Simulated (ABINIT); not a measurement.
# A GW chain in ABINIT: WSe2 (P6_3/mmc), part 2 of 2

Aim: the G0W0 gap of WSe2 (P6_3/mmc) on PBE, step by step.

ABINIT 10.8.3; PBE and many-body steps on it, plane waves. Known limits of the many-body steps: not at the basis limit; no spin-orbit coupling; coarse k mesh.

So far. Step 2 (Ground state): The gap is indirect, with the least direct gap 0.55 eV higher. Step 3 (Empty states on the mesh, 3×3×1 mesh, 143 bands): On this mesh the gap is 1.330 eV. The earlier step found 0.978 eV, so this mesh misses an edge.

The database entry behind the starting cell differs from later determinations by our own check (a about 0.2 % long), so it need not match the best structure at ambient conditions.

**4. Screening, 3×3×1 mesh, 131 bands, screening to 87.1 eV**

The RPA dielectric matrix is built and inverted for each q.

This step: RPA screening on PBE, plane waves, norm-conserving pseudopotentials.

run.abi reads:

```
acell 3*1.0 Angstrom
rprim 
  3.290000000028 -0.000000000007 0.000000000000
  -1.645000000008 2.849223578479 0.000000000000
  0.000000000000 0.000000000000 12.970000000000
ntypat 2
znucl 74 34
natom 6
typat 1 1 2 2 2 2
xred 
  0.333333333333 0.666666666667 0.250000000000
  0.666666666667 0.333333333333 0.750000000000
  0.333333333333 0.666666666667 0.621000000000
  0.666666666667 0.333333333333 0.121000000000
  0.333333333333 0.666666666667 0.879000000000
  0.666666666667 0.333333333333 0.379000000000
pp_dirpath "pseudos"
pseudos "W.upf, Se.upf"
ecut 58
ngkpt 3 3 1
nshiftk 1
shiftk 0 0 0
kptopt 1
chksymbreak 0
istwfk *1
occopt 1
irdwfk 1
optdriver 3
nband 131
ecuteps 3.2
inclvkb 2
awtr 1
symchi 1
indata_prefix "in"
outdata_prefix "out"
tmpdata_prefix "tmp"
```

The run is started by

```bash
$ OMP_NUM_THREADS=1 mpirun -n 4 abinit run.abi > log
```

Numbers of over 12 decimals in the logs are rounded to 6 here.

The log of the run:

```text
.Version 10.8.3 of ABINIT. v10.8.2 released Aug 2026.

 Symmetries : space group P6_3/m m c (#194); Bravais hP (primitive hexag.)
[... echo of the input left out ...]
== DATASET  1 ==================================================================
-   mpi_nproc: 4, omp_nthreads: 1 (-1 if OMP is not activated)

--- !DatasetInfo
iteration_state: {dtset: 1, }
dimensions: {natom: 6, nkpt: 3, mband: 131, nsppol: 1, nspinor: 1, nspden: 1, mpw: 17365, }
cutoff_energies: {ecut:  58.0, pawecutdg:  -1.0, }
electrons: {nelect:   1.24000000E+02, charge:   0.00000000E+00, occopt:   1.00000000E+00, tsmear:   1.00000000E-02, }

 SCREENING: Calculation of the susceptibility and dielectric matrices

 Based on a program developped by R.W. Godby, V. Olevano, G. Onida, and L. Reining.
 Incorporated in ABINIT by V. Olevano, G.-M. Rignanese, and M. Torrent.
.Using double precision arithmetic ; gwpc =  8

[... cell and pseudopotentials left out ...]
--------------------------------------------------------------------------------

 ==== K-mesh for the wavefunctions ====
 Number of points in the irreducible wedge :     3
[... list of points left out ...]
 Together with 24 symmetry operations and time-reversal symmetry
 yields     9 points in the full Brillouin Zone.

 ==== Q-mesh for the screening function ====
 Number of points in the irreducible wedge :     3
[... list of points left out ...]
 Together with 24 symmetry operations and time-reversal symmetry
 yields     9 points in the full Brillouin Zone.

 setmesh: FFT mesh size selected  =    24x   24x  108
          total number of points  =        62208

 vcoul_init : cutoff-mode = AUXILIARY_FUNCTION
 q-points for optical limit:   1
     1)      0.000010    0.000020    0.000030

- screening: taking advantage of time-reversal symmetry
- Maximum band index for partially occupied states nbvw = 62
- Remaining bands to be divided among processors   nbcw = 69
- Number of bands treated by each node ~17

 Number of electrons calculated from density =  124.0000; Expected =  124.0000
 average of density, n =  0.151134
 r_s =    1.1646
 omega_plasma =   37.5005 [eV]

 calculating chi0 at frequencies [eV] :
  1    0.000000E+00    0.000000E+00
  2    0.000000E+00    3.750049E+01

--------------------------------------------------------------------------------
  q-point number  1        q = ( 0.000000, 0.000000, 0.000000) [r.l.u.]
--------------------------------------------------------------------------------
[... chi0 elements left out ...]
 For q-point:  0.000010 0.000020 0.000030
  dielectric constant =  19.0637
  dielectric constant without local fields =  20.9940

  Average fulfillment of the sum rule on Im[epsilon] for q-point    1 :     34.81  [%]
[... wings left out ...]
  q-point number  2        q = ( 0.333333, 0.000000, 0.000000) [r.l.u.]
--------------------------------------------------------------------------------
[... chi0 elements left out ...]
  Average fulfillment of the sum rule on Im[epsilon] for q-point    2 :     32.14  [%]

 [... 1 further q-points ...]
```

Run time: 85 s. Hardware: 4 MPI ranks of Arm Neoverse V1, shared host; peak memory 2.4 GiB; 5.6 min of CPU time.

Numbers from this step:

```
ε∞ with local fields, on this mesh, along the program's q direction : 19.06
the same without local fields                                       : 20.99
plasma frequency                                                    : 37.50 eV
plane waves in the screening matrix                                 : 229
```

Local fields lower ε∞ by 9 %. On a Γ-centred mesh this coarse the value itself is usually too large, while a short band sum pulls it down.

**5. Self-energy, 3×3×1 mesh, 131 bands, screening to 87.1 eV**

The self-energy is evaluated for the states that the input lists, and the levels follow from it, in one-shot runs by the linearised quasiparticle equation.

This step: G0W0 on PBE, plane waves, norm-conserving pseudopotentials.

Edit run.abi of step 4 so:

```diff
@@ -27,8 +27,17 @@
 irdwfk 1
-optdriver 3
+optdriver 4
 nband 131
+gwcalctyp 0
+ecutsigx 58
+symsigma 1
+nkptgw 2
+kptgw 
+  0.0000000000 0.0000000000 0.0000000000
+  0.3333333333 0.3333333333 0.0000000000
+bdgw 
+  61 64
+  61 64
 ecuteps 3.2
-inclvkb 2
-awtr 1
-symchi 1
+irdscr 1
+ppmodel 1
 indata_prefix "in"
```

The log of the run:

```text
.Version 10.8.3 of ABINIT. v10.8.2 released Aug 2026.

 Symmetries : space group P6_3/m m c (#194); Bravais hP (primitive hexag.)
[... echo of the input left out ...]
== DATASET  1 ==================================================================
-   mpi_nproc: 4, omp_nthreads: 1 (-1 if OMP is not activated)

--- !DatasetInfo
iteration_state: {dtset: 1, }
dimensions: {natom: 6, nkpt: 3, mband: 131, nsppol: 1, nspinor: 1, nspden: 1, mpw: 17365, }
cutoff_energies: {ecut:  58.0, pawecutdg:  -1.0, }
electrons: {nelect:   1.24000000E+02, charge:   0.00000000E+00, occopt:   1.00000000E+00, tsmear:   1.00000000E-02, }

 SIGMA: Calculation of the GW corrections

 Based on a program developped by R.W. Godby, V. Olevano, G. Onida, and L. Reining.
 Incorporated in ABINIT by V. Olevano, G.-M. Rignanese, and M. Torrent.
.Using double precision arithmetic ; gwpc =  8

[... cell and pseudopotentials left out ...]
--------------------------------------------------------------------------------

 ==== K-mesh for the wavefunctions ====
 Number of points in the irreducible wedge :     3
[... list of points left out ...]
 Together with 24 symmetry operations and time-reversal symmetry
 yields     9 points in the full Brillouin Zone.

 ==== Q-mesh for screening function ====
 Number of points in the irreducible wedge :     3
[... list of points left out ...]
 Together with 24 symmetry operations and time-reversal symmetry
 yields     9 points in the full Brillouin Zone.

 vcoul_init : cutoff-mode = AUXILIARY_FUNCTION
 q-points for optical limit:   1
     1)      0.000010    0.000020    0.000030
 setmesh: FFT mesh size selected  =    40x   40x  180
          total number of points  =       288000

 Number of electrons calculated from density =  124.0000; Expected =  124.0000
 average of density, n =  0.151134
 r_s =    1.1646
 omega_plasma =   37.5005 [eV]

 === KS Band Gaps ===
  >>>> For spin  1
   Minimum direct gap =   1.5238 [eV], located at k-point      :   0.3333  0.3333  0.0000
   Fundamental gap    =   1.3302 [eV], Top of valence bands at :   0.0000  0.0000  0.0000
                                       Bottom of conduction at :   0.3333  0.3333  0.0000
 SIGMA fundamental parameters:
 PLASMON POLE MODEL  1
 number of plane-waves for SigmaX                17365
 number of plane-waves for SigmaC and W            229
 number of plane-waves for wavefunctions         17365
 number of bands                                   131
 number of independent spin polarizations            1
 number of spinorial components                      1
 number of k-points in IBZ                           3
 number of q-points in IBZ                           3
 number of symmetry operations                      24
 number of k-points in BZ                            9
 number of q-points in BZ                            9
 number of frequencies for dSigma/dE                 9
 frequency step for dSigma/dE [eV]                0.25
 number of omega for Sigma on real axis              0
 max omega for Sigma on real axis  [eV]           0.00
 zcut for avoiding poles [eV]                     0.10

 EPSILON^-1 parameters (SCR file):
 dimension of the eps^-1 matrix on file            229
 dimension of the eps^-1 matrix used               229
 number of plane-waves for wavefunctions         17365
 number of bands                                   131
 number of q-points in IBZ                           3
 number of frequencies                               2
 number of real frequencies                          1
 number of imag frequencies                          1

 matrix elements of self-energy operator (all in [eV])

 Perturbative Calculation

--- !SelfEnergy_ee
iteration_state: {dtset: 1, }
kpoint     : [   0.000,    0.000,    0.000, ]
spin       : 1
KS_gap     :    2.641
QP_gap     :    3.140
Delta_QP_KS:    0.499
data: !SigmaeeData |
     Band     E0 <VxcDFT>   SigX SigC(E0)      Z dSigC/dE  Sig(E)    E-E0       E
       61   8.758 -14.826 -17.379   2.716   0.806  -0.241 -14.694   0.132   8.889
       62   9.827 -16.046 -16.694   1.431   0.798  -0.253 -15.421   0.624  10.451
       63  12.468 -15.994 -11.310  -3.287   0.804  -0.244 -14.871   1.123  13.592
       64  12.468 -15.994 -11.310  -3.287   0.804  -0.244 -14.871   1.123  13.592

--- !SelfEnergy_ee
iteration_state: {dtset: 1, }
kpoint     : [   0.333,    0.333,    0.000, ]
spin       : 1
KS_gap     :    1.524
QP_gap     :    2.142
Delta_QP_KS:    0.618
data: !SigmaeeData |
     Band     E0 <VxcDFT>   SigX SigC(E0)      Z dSigC/dE  Sig(E)    E-E0       E
       61   9.388 -14.952 -16.073   1.714   0.797  -0.255 -14.480   0.473   9.860
       62   9.634 -15.594 -16.603   1.711   0.796  -0.256 -15.034   0.560  10.193
       63  11.158 -16.260 -11.196  -3.581   0.794  -0.259 -15.082   1.178  12.336
       64  11.158 -16.260 -11.196  -3.581   0.794  -0.259 -15.082   1.178  12.336

== END DATASET(S) ==============================================================
================================================================================

 -outvars: echo values of variables after computation  --------
           etotal      0.0000000000E+00
            nband         131
             nkpt           3
          spgroup         194
 [... the other variables as echoed above ...]

 Calculation completed.
```

Elapsed: 13 s, on 4 MPI ranks; peak memory 1.9 GiB; 52 s of CPU time.

Numbers from this step:

```yaml
g0w0_gap_on_the_points_computed: 1.885 eV
starting_gap_on_the_mesh: 1.330 eV
k_of_the_valence_top: 0, 0, 0
k_of_the_conduction_bottom: 0.3333, 0.3333, 0
z_at_the_valence_top: 0.798
z_at_the_conduction_bottom: 0.794
least_direct_g0w0_gap_on_the_computed_points: 2.143 eV
```

The gap on the mesh goes from 1.33 eV to 1.88 eV, a correction of +0.55 eV. The start differs from the 0.98 eV found before because the two sample other k points.

Limits: finite bands, cutoff and mesh; no spin-orbit coupling; coarse k mesh. v1 is the top filled band, c1 the lowest empty one. The levels before and after the correction (eV, zero at the valence-band top of each column):

|  | conduction bottom | valence top |
| --- | --- | --- |
| Kohn-Sham | 1.33 | 0.00 |
| G0W0 | 1.89 | 0.00 |

|  | level | energy (eV) |
| --- | --- | --- |
| Kohn-Sham | Γ v2 | -1.070 |
| Kohn-Sham | Γ v1 | 0.000 |
| Kohn-Sham | Γ c1-c2 | 2.641 |
| Kohn-Sham | (0.333 0.333 0) v2 | -0.440 |
| Kohn-Sham | (0.333 0.333 0) v1 | -0.194 |
| Kohn-Sham | (0.333 0.333 0) c1-c2 | 1.330 |
| G0W0 | Γ v2 | -1.562 |
| G0W0 | Γ v1 | 0.000 |
| G0W0 | Γ c1-c2 | 3.141 |
| G0W0 | (0.333 0.333 0) v2 | -0.591 |
| G0W0 | (0.333 0.333 0) v1 | -0.258 |
| G0W0 | (0.333 0.333 0) c1-c2 | 1.885 |

**6. Where the time went**

Times are wall times on the hardware named with each run, good to a factor of about two.

```csv
step,time,share,memory (GiB)
ground state,5.3 min,59 %,0.92
empty states on the mesh,2.1 min,23 %,0.41
screening,85 s,16 %,2.4
self-energy,13 s,2 %,1.9
```

**7. What came out**

| Property | Result |
| --- | --- |
| PBE gap | 0.98 eV, indirect |
| G0W0 gap on the mesh | 1.88 eV |
| G0W0 gap over the zone (rigid shift) | 1.53 eV |
| GW settings | 3×3×1 mesh, 131 bands, screening to 87.1 eV, Godby-Needs plasmon pole |
| known limits | not at the basis limit; no spin-orbit coupling; coarse k mesh |

What this shows: G0W0 moves the gap on the mesh from 1.33 eV to 1.88 eV (+0.55 eV), with Z of 0.80 and 0.79 at the edges. The mesh misses the band edges by 0.35 eV in all; a rigid shift gives 1.53 eV for the zone. Local fields lower the RPA ε∞ on this mesh from 20.99 to 19.06; a Γ-centred mesh this coarse tends to raise both, most where the direct gap is narrow, while a short band sum lowers them. Only 2 of the mesh's irreducible points were corrected, so a valley elsewhere could overtake. The dearest step here is «ground state». Bands and cutoff are finite, so the gap is not at the basis limit. The miss can reach some tenths of an eV and take either sign; the mesh is an error of its own. In the G0W0 run levels were corrected at 2 k points alone, so a gap called «on the mesh» is the least over those, and an edge elsewhere would be missed. A denser mesh or path gives a starting gap of 0.98 eV: the GW mesh misses a band edge, so its gaps are not the fundamental one. The 3×3×1 mesh is coarse for this cell, which bears on the long-range parts of exchange and screening. The many-body steps are scalar-relativistic: spin-orbit coupling is not in them.

[Paths, hosts, dates, memory and timing lines, banners, echoed tables and standing remarks are left out of the program output.]

[Logs are printed without paths, hosts, clocks, repeated set-up lines and the standing remarks that a program may print on its own settings, such as how far it seeks lower states.]

[Runs of the session that timed out or met a known fault of the program may be left out.]

[Hosts, paths, dates, database ids (printed as entryN), source tags and the programs' standing remarks are cut or masked in the printed files.]

[G0W0 gaps are taken among the corrected bands and points alone; a level outside them can change the order at an edge.]

[Where Ansatz stands beside ABINIT at settings called matched, ABINIT's density can come from a denser mesh and the files from another edition; pairs whose starting gaps differed by over 0.03 eV were left out, so agreement reads better than it is.]
